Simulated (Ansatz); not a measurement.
Rows from a G0W0 calculation on TiO2 (Rutile) (Ansatz 0.2.0; G0W0 on PBE (exact-exchange fraction 0.15), plane waves, PAW; 4×4×6 mesh, 260 empty bands, screening to 150 eV), in eV. Spin-orbit coupling is left out.

| row | k | band | start | Σx | Σc at the solution | Vxc |
| --- | --- | --- | --- | --- | --- | --- |
| A | (0.000, -0.500, -0.500) | v1 | 7.281 | -25.539 | 4.426 | -21.262 |
| B | Γ | v2 | 7.935 | -26.269 | 4.086 | -22.396 |
| C | (0.000, -0.500, -0.500) | c1 | 11.600 | -12.708 | -6.563 | -19.926 |
| D | Γ | c1 | 11.571 | -13.045 | -6.639 | -20.419 |
| E | Γ | c2 | 11.900 | -13.032 | -6.384 | -20.083 |
| F | Γ | v1 | 8.356 | -26.259 | 4.312 | -22.203 |

Give the quasiparticle energies and the shift of each level.

The quasiparticle equation reads E = start + Σx + Σc(E) − Vxc.

| row | E (eV) | shift (eV) |
| --- | --- | --- |
| A | 7.431 | +0.150 |
| B | 8.149 | +0.213 |
| C | 12.255 | +0.654 |
| D | 12.307 | +0.736 |
| E | 12.567 | +0.667 |
| F | 8.613 | +0.257 |

The gap over the computed points goes from 3.22 eV to 3.64 eV.

Limits: not at the basis limit.

[Runs of the session that timed out or met a known fault of the program may be left out.]

[Cells called generated may have been cut or substituted from an entry of the Crystallography Open Database or the Materials Project.]

[Hosts, paths, dates, database ids (printed as entryN), source tags and the programs' standing remarks are cut or masked in the printed files.]
